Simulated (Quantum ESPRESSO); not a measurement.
# KCaCl3 (Pm-3m): modes at Γ and the response to a field, part 3 of 3

Which modes does KCaCl3 (Pm-3m) have at the zone centre?

Quantum ESPRESSO 7.5; DFT LDA, scalar-relativistic, plane waves, PseudoDojo norm-conserving pseudopotentials.

So far, lowest optical zone-centre mode (cm⁻¹): step 6 (zone-centre analysis) -56.5. The relaxed cell has a = 5.202 Å (conventional setting).

## Step 7: Sum rules set otherwise (asr crystal)

The rule can be imposed in more than one way; the choices should agree where the raw error is small.

dynmat.in

```
&input
   fildyn = 'g.dyn'
   asr = 'crystal'
   fileig = 'dynmat.eig'
   lperm = .true.
/
```

Started as:

```console
dynmat.x -in dynmat.in > dynmat.out
```

The log of the run:

```text
[banner, memory and clock lines left out]
Program DYNMAT v.7.5

     Reading Dynamical Matrix from file g.dyn
     ...Force constants read
     ...epsilon and Z* read
     Acoustic Sum Rule: || Z*(ASR) - Z*(orig)|| =    1.120073E-02
     Acoustic Sum Rule: ||dyn(ASR) - dyn(orig)||=    1.040820E-04
     A direction for q was not specified:TO-LO splitting will be absent

     Polarizability (A^3 units)
     multiply by 0.628638 for Clausius-Mossotti correction
        19.853073    0.000000    0.000000
         0.000000   19.853073    0.000000
         0.000000    0.000000   19.853073

     IR activities are in (D/A)^2/amu units

# mode   [cm-1]    [THz]      IR
    1    -56.61   -1.6972    1.9912
    2    -56.61   -1.6972    1.9912
    3    -56.61   -1.6972    1.9912
    4     -0.00   -0.0000    0.0000
    5      0.00    0.0000    0.0000
    6      0.00    0.0000    0.0000
    7     10.43    0.3128    0.0000
    8     10.43    0.3128    0.0000
    9     10.43    0.3128    0.0000
   10     98.57    2.9551    0.5007
   11     98.57    2.9551    0.5007
   12     98.57    2.9551    0.5007
   13    318.31    9.5427    5.2850
   14    318.31    9.5427    5.2850
   15    318.31    9.5427    5.2850

Electronic dielectric permittivity tensor (relative, adimensional)
         2.772219    0.000000    0.000000
         0.000000    2.772219    0.000000
         0.000000    0.000000    2.772219

 ... with zone-center polar mode contributions
         4.343176   -0.000000   -0.000000
        -0.000000    4.343176    0.000000
        -0.000000    0.000000    4.343176

[end of the log left out, with the tail of the file of modes that dynmat.x writes under the same name]
```

Wall time 0.68 s (1 thread of Intel Xeon at 2.70GHz, shared host).

This step gave:

```yaml
lowest_optical_zone_centre_mode: -56.61 cm⁻¹
```

Zone-centre frequencies as printed; negative means imaginary. Modes:

| mode | frequency (cm⁻¹) |
| --- | --- |
| 1 | -56.61 |
| 2 | -56.61 |
| 3 | -56.61 |
| 4 | 0 |
| 5 | 0 |
| 6 | 0 |
| 7 | 10.43 |
| 8 | 10.43 |
| 9 | 10.43 |
| 10 | 98.57 |
| 11 | 98.57 |
| 12 | 98.57 |
| 13 | 318.3 |
| 14 | 318.3 |
| 15 | 318.3 |

Against the first rule no mode moves by more than 0.2 cm⁻¹.

## Step 8: Sum rules set otherwise (asr no)

Without the rule the raw error of the acoustic modes shows.

dynmat.in

```
&input
   fildyn = 'g.dyn'
   asr = 'no'
   fileig = 'dynmat.eig'
   lperm = .true.
/
```

Started as:

```console
dynmat.x -in dynmat.in > dynmat.out
```

The log of the run:

```text
[banner, memory and clock lines left out]
Program DYNMAT v.7.5

     Reading Dynamical Matrix from file g.dyn
     ...Force constants read
     ...epsilon and Z* read
     A direction for q was not specified:TO-LO splitting will be absent

     Polarizability (A^3 units)
     multiply by 0.628638 for Clausius-Mossotti correction
        19.853073    0.000000    0.000000
         0.000000   19.853073    0.000000
         0.000000    0.000000   19.853073

     IR activities are in (D/A)^2/amu units

# mode   [cm-1]    [THz]      IR
    1    -56.61   -1.6971    1.9917
    2    -56.61   -1.6971    1.9917
    3    -56.61   -1.6971    1.9917
    4      0.32    0.0096    0.0001
    5      0.32    0.0096    0.0001
    6      0.32    0.0096    0.0001
    7     10.43    0.3128    0.0000
    8     10.43    0.3128    0.0000
    9     10.43    0.3128    0.0000
   10     98.57    2.9550    0.5008
   11     98.57    2.9550    0.5008
   12     98.57    2.9550    0.5008
   13    318.31    9.5426    5.2858
   14    318.31    9.5426    5.2858
   15    318.31    9.5426    5.2858

Electronic dielectric permittivity tensor (relative, adimensional)
         2.772219    0.000000    0.000000
         0.000000    2.772219    0.000000
         0.000000    0.000000    2.772219

 ... with zone-center polar mode contributions
         4.343573    0.000000    0.000000
         0.000000    4.343573   -0.000000
         0.000000   -0.000000    4.343573

[end of the log left out, with the tail of the file of modes that dynmat.x writes under the same name]
```

Wall time 0.69 s (1 thread).

Zone-centre frequencies as printed; negative means imaginary. Modes:

| mode | frequency (cm⁻¹) |
| --- | --- |
| 1 | -56.61 |
| 2 | -56.61 |
| 3 | -56.61 |
| 4 | 0.32 |
| 5 | 0.32 |
| 6 | 0.32 |
| 7 | 10.43 |
| 8 | 10.43 |
| 9 | 10.43 |
| 10 | 98.57 |
| 11 | 98.57 |
| 12 | 98.57 |
| 13 | 318.3 |
| 14 | 318.3 |
| 15 | 318.3 |

Against the first rule no mode moves by more than 0.4 cm⁻¹.

## Step 9: The LO-TO splitting (1 0 0)

A longitudinal polar mode sets up a macroscopic field that stiffens it; the term hangs on the direction from which q goes to zero.

dynmat.in

```
&input
   fildyn = 'g.dyn'
   asr = 'simple'
   fileig = 'dynmat.eig'
   q(1) = 1.0
   q(2) = 0.0
   q(3) = 0.0
/
```

Started as:

```console
dynmat.x -in dynmat.in > dynmat.out
```

The log of the run:

```text
[banner, memory and clock lines left out]
Program DYNMAT v.7.5

     Reading Dynamical Matrix from file g.dyn
     ...Force constants read
     ...epsilon and Z* read

     Polarizability (A^3 units)
     multiply by 0.628638 for Clausius-Mossotti correction
        19.853073    0.000000    0.000000
         0.000000   19.853073    0.000000
         0.000000    0.000000   19.853073

     IR activities are in (D/A)^2/amu units

# mode   [cm-1]    [THz]      IR
    1    -56.51   -1.6941    1.9919
    2    -56.51   -1.6941    1.9919
    3     -0.00   -0.0000    0.0000
    4     -0.00   -0.0000    0.0000
    5     -0.00   -0.0000    0.0000
    6     10.35    0.3103    0.0000
    7     10.35    0.3103    0.0000
    8     10.35    0.3103    0.0000
    9     56.26    1.6865    0.5443
   10     98.54    2.9541    0.5005
   11     98.54    2.9541    0.5005
   12    117.05    3.5091    0.8566
   13    318.30    9.5425    5.2846
   14    318.30    9.5425    5.2846
   15    365.34   10.9525    6.3759

[end of the log left out, with the tail of the file of modes that dynmat.x writes under the same name]
```

It took 0.72 s on 1 thread.

Numbers from this step:

```
highest mode moved by the LO-TO term : 365.3 cm⁻¹
```

Zone-centre frequencies as printed; negative means imaginary. Modes:

| mode | frequency (cm⁻¹) |
| --- | --- |
| 1 | -56.51 |
| 2 | -56.51 |
| 3 | 0 |
| 4 | 0 |
| 5 | 0 |
| 6 | 10.35 |
| 7 | 10.35 |
| 8 | 10.35 |
| 9 | 56.26 |
| 10 | 98.54 |
| 11 | 98.54 |
| 12 | 117 |
| 13 | 318.3 |
| 14 | 318.3 |
| 15 | 365.3 |

The field moves 3 modes; the highest of them now lies at 365 cm⁻¹, where the highest that moved away lay at 318.

## Step 10: Outcome

```json
{"space group after relaxation": "Pm-3m", "volume per atom": "28.2 Å³", "gap on the k-mesh": "4.58 eV", "highest optical zone-centre mode (no LO-TO term)": "318.3 cm⁻¹", "lowest optical zone-centre mode": "-56.5 cm⁻¹", "highest mode moved by the LO-TO term": "365.3 cm⁻¹", "mean high-frequency dielectric constant": "2.77", "largest Born charge in size (third of the trace)": "2.40 e", "imaginary optical modes at the zone centre (no q mesh in this session)": "yes"}
```

At the LDA level the optical modes of KCaCl3 (Pm-3m) at the zone centre (no LO-TO term) run from 57i to 318 cm⁻¹, so the structure is a saddle point, with 3 modes beyond 10i cm⁻¹ there. Along the directions run, the highest mode that the macroscopic field moves lies at 365 cm⁻¹. Of the 12 optical modes, 9 are infrared active alone and 3 are silent. These are harmonic frequencies at zero temperature: anharmonic shifts and linewidths and thermal expansion are left out. The structure comes from a database and need not be the phase that is stable at ambient conditions.

[Host names and launcher messages were left out of these logs when they were recorded.]

[Logs are printed without paths, hosts, clocks, repeated set-up lines and the standing remarks that a program may print on its own settings, such as how far it seeks lower states.]

[Hosts, paths, dates, database ids (printed as entryN), source tags and the programs' standing remarks are cut or masked in the printed files.]
